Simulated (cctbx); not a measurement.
# A disordered crystal of nominal Na4Sn2Te5

Cell a = 8.1270 Å, b = 9.8610 Å, c = 10.8810 Å, α = 67.58°, β = 70.94°, γ = 66.96°; space group P-1 (no. 2); nominal formula Na4Sn2Te5.

Simulated single-crystal data (cctbx): synchrotron X-rays, λ = 0.7749 Å, to d = 0.77 Å, 80 % of the full sphere, strongest reflection 70000 counts, noise from counting, a 4 % proportional error and a noise floor of 4 counts (s.d.); no absorption.

With every site full:

```text
Rint 0.025, 3194 unique reflections to 0.77 A
cycle     R1     wR2    GooF  max shift (A)
   1  0.1580  0.4087   8.205   0.01312
   2  0.0468  0.1512   3.035   0.00008
final R1 0.0467 wR2 0.1512 GooF 3.035  parameters 99  data/parameter 32.3
atom        x        y        z      Ueq    occ   su(xyz)  su(Uiso or U11)
Te1    0.99289  0.22614  0.52110   0.0051  1.000  0.00009  0.0003
Te2    0.80423  0.47280  0.87447   0.0042  1.000  0.00008  0.0003
Te3    0.80757  0.93875  0.90998   0.0084  1.000  0.00009  0.0003
Te4    0.39400  0.84870  0.71461   0.0056  1.000  0.00008  0.0003
Te5    0.39191  0.32302  0.71268   0.0057  1.000  0.00009  0.0003
Sn1    0.08101  0.06255  0.74615   0.0134  1.000  0.00010  0.0004
Sn2    0.89819  0.76188  0.14378   0.0196  1.000  0.00012  0.0005
Na1    0.88281  0.37002  0.19038   0.0161  1.000  0.00068  0.0024
Na2    0.26502  0.44646  0.43118   0.0115  1.000  0.00063  0.0021
Na3    0.46833  0.73398  0.01428   0.0104  1.000  0.00060  0.0018
Na4    0.67121  0.04877  0.59099   0.0056  1.000  0.00056  0.0017
difference map: max 6.09 min -6.06 rms 0.59
Q1    0.2004  0.5402  0.1090    2    6.19  0.18 A from Te2
Q2    0.9993  0.2449  0.5057    2    6.18  0.21 A from Te1
Q3    0.3885  0.8562  0.7079    2    6.10  0.09 A from Te4
Q4    0.3999  0.3330  0.7127    2    5.94  0.14 A from Te5
Q5    0.1977  0.0590  0.0897    2    5.64  0.04 A from Te3
Q6    0.1060  0.0742  0.7333    2    3.58  0.25 A from Sn1
```

With the occupancies of the suspect sites free, each still typed as its main element:

```text
Rint 0.025, 3194 unique reflections to 0.77 A
cycle     R1     wR2    GooF  max shift (A)
   1  0.1275  0.3597   7.223   0.00967
   5  0.0179  0.0468   0.940   0.00003
final R1 0.0179 wR2 0.0468 GooF 0.940  parameters 100  data/parameter 31.9
atom        x        y        z      Ueq    occ   su(xyz)  su(Uiso or U11)
Te1    0.99299  0.22633  0.52091   0.0084  1.000  0.00003  0.0001
Te2    0.80420  0.47259  0.87469   0.0075  1.000  0.00003  0.0001
Te3    0.80755  0.93877  0.90995   0.0116  1.000  0.00003  0.0001
Te4    0.39392  0.84877  0.71451   0.0087  1.000  0.00003  0.0001
Te5    0.39204  0.32311  0.71269   0.0090  1.000  0.00003  0.0001
Sn1    0.08106  0.06260  0.74619   0.0172  1.000  0.00003  0.0001
Sn2    0.89820  0.76187  0.14376   0.0089  0.751  0.00004  0.0002
Na1    0.88292  0.36938  0.19041   0.0191  1.000  0.00021  0.0007
Na2    0.26573  0.44581  0.43060   0.0148  1.000  0.00019  0.0006
Na3    0.46796  0.73416  0.01445   0.0134  1.000  0.00019  0.0006
Na4    0.67184  0.04867  0.59186   0.0084  1.000  0.00017  0.0005
su of occupancy Sn2: 0.001
difference map: max 0.76 min -0.79 rms 0.20
Q1    0.0813  0.1818  0.0988    2    0.79  1.19 A from Te3
Q2    0.1548  0.2153  0.9894    2    0.76  1.48 A from Te3
Q3    0.3572  0.4549  0.1172    2    0.75  1.22 A from Te2
Q4    0.3091  0.0200  0.0020    2    0.71  1.18 A from Te3
Q5    0.2381  0.8031  0.9987    2    0.70  1.76 A from Na3
Q6    0.2563  0.0023  0.6481    2    0.70  1.53 A from Sn1
```

**Question.** What is the disorder?

X-rays count electrons. Sn2 refines to 0.751(0.001), or 37.5 electrons; the site truly holds 0.75 Sn, 37.5 electrons, which is 0.750 of Sn. A value under 1 can't tell vacancies from a lighter guest, and one over 1 needs a heavier guest; chemistry or a second radiation must settle which. Occupancy correlates with U and the scale, so the match is approximate.

Freeing them takes R1 from 0.0467 to 0.0179 and GooF from 3.04 to 0.94.

This is a model crystal, built by substitution and not relaxed, with assumed displacement parameters.

[Middle refinement cycles are left out of these outputs.]

[Logs are printed without paths, hosts, clocks, repeated set-up lines and the standing remarks that a program may print on its own settings, such as how far it seeks lower states.]
